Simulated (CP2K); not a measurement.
Methyl formate has these distinct C atoms: C1 (bonded to O and 3 H) and C3 (bonded to 2 O and H).

```xyz
8

C    -1.0295   -0.1752    0.0634
O     0.3074   -0.7297    0.2176
C     1.3142    0.1410   -0.0560
O     1.1902    1.3011   -0.4000
H    -1.1864    0.1496   -0.9723
H    -1.7111   -0.9880    0.3263
H    -1.1635    0.6821    0.7349
H     2.2786   -0.3810    0.0861
```

Their partial C K spectra (CP2K XAS_TDP, all-electron GAPW, PBEh(45%), aug-cc-pVDZ, TDA, GW2X-corrected core level, no relativity) are given in random order, each times the number of alike atoms.

Gaussian full width 0.5 eV, oscillator strength per eV, alike atoms added, rows of zeros left out:

| E (eV) | curve 1 | curve 2 |
| --- | --- | --- |
| 289.75 | 0.000 | 0.002 |
| 290.00 | 0.000 | 0.030 |
| 290.25 | 0.000 | 0.116 |
| 290.50 | 0.000 | 0.113 |
| 290.75 | 0.000 | 0.028 |
| 291.00 | 0.001 | 0.002 |
| 291.25 | 0.013 | 0.000 |
| 291.50 | 0.063 | 0.000 |
| 291.75 | 0.079 | 0.000 |
| 292.00 | 0.027 | 0.000 |
| 292.25 | 0.008 | 0.000 |
| 292.50 | 0.009 | 0.000 |
| 292.75 | 0.037 | 0.000 |
| 293.00 | 0.077 | 0.000 |
| 293.25 | 0.055 | 0.000 |
| 293.50 | 0.018 | 0.000 |
| 293.75 | 0.006 | 0.000 |
| 294.00 | 0.001 | 0.000 |
| 294.25 | 0.004 | 0.000 |
| 294.50 | 0.028 | 0.004 |
| 294.75 | 0.055 | 0.022 |
| 295.00 | 0.033 | 0.028 |
| 295.25 | 0.030 | 0.010 |
| 295.50 | 0.053 | 0.004 |
| 295.75 | 0.036 | 0.007 |
| 296.00 | 0.008 | 0.015 |
| 296.25 | 0.001 | 0.015 |
| 296.50 | 0.001 | 0.006 |
| 296.75 | 0.000 | 0.002 |
| 297.00 | 0.000 | 0.004 |
| 297.25 | 0.001 | 0.009 |
| 297.50 | 0.002 | 0.018 |
| 297.75 | 0.002 | 0.029 |
| 298.00 | 0.002 | 0.020 |
| 298.25 | 0.001 | 0.033 |
| 298.50 | 0.002 | 0.052 |
| 298.75 | 0.008 | 0.032 |
| 299.00 | 0.014 | 0.015 |
| 299.25 | 0.011 | 0.011 |
| 299.50 | 0.007 | 0.014 |
| 299.75 | 0.008 | 0.009 |
| 300.00 | 0.010 | 0.004 |
| 300.25 | 0.010 | 0.002 |
| 300.50 | 0.018 | 0.009 |
| 300.75 | 0.016 | 0.025 |
| 301.00 | 0.018 | 0.023 |
| 301.25 | 0.018 | 0.015 |
| 301.50 | 0.010 | 0.011 |
| 301.75 | 0.014 | 0.016 |

**Question.** Which curve belongs to which atom?

Curve 1: C1 (bonded to O and 3 H), leading line at 291.67 eV (f = 0.046 an atom), ionisation energy 294.34 eV, term value 2.67 eV. Curve 2: C3 (bonded to 2 O and H), leading line at 290.37 eV (f = 0.073 an atom), ionisation energy 296.97 eV, term value 6.60 eV. The leading line of an atom is its first one with 35 % of the strongest within 2.5 eV of its lowest line over the strength cut. A line lies at the core ionisation energy, which rises as an atom loses charge to its neighbours or to a π system, less the term value, which is large for a low π* or σ* orbital with weight on that atom.

[Banner, clock and machine lines of the logs are left out without a mark of their own.]

[Logs are printed without paths, hosts, clocks, repeated set-up lines and the standing remarks that a program may print on its own settings, such as how far it seeks lower states.]

[Hosts, paths, dates, database ids (printed as entryN), source tags and the programs' standing remarks are cut or masked in the printed files.]
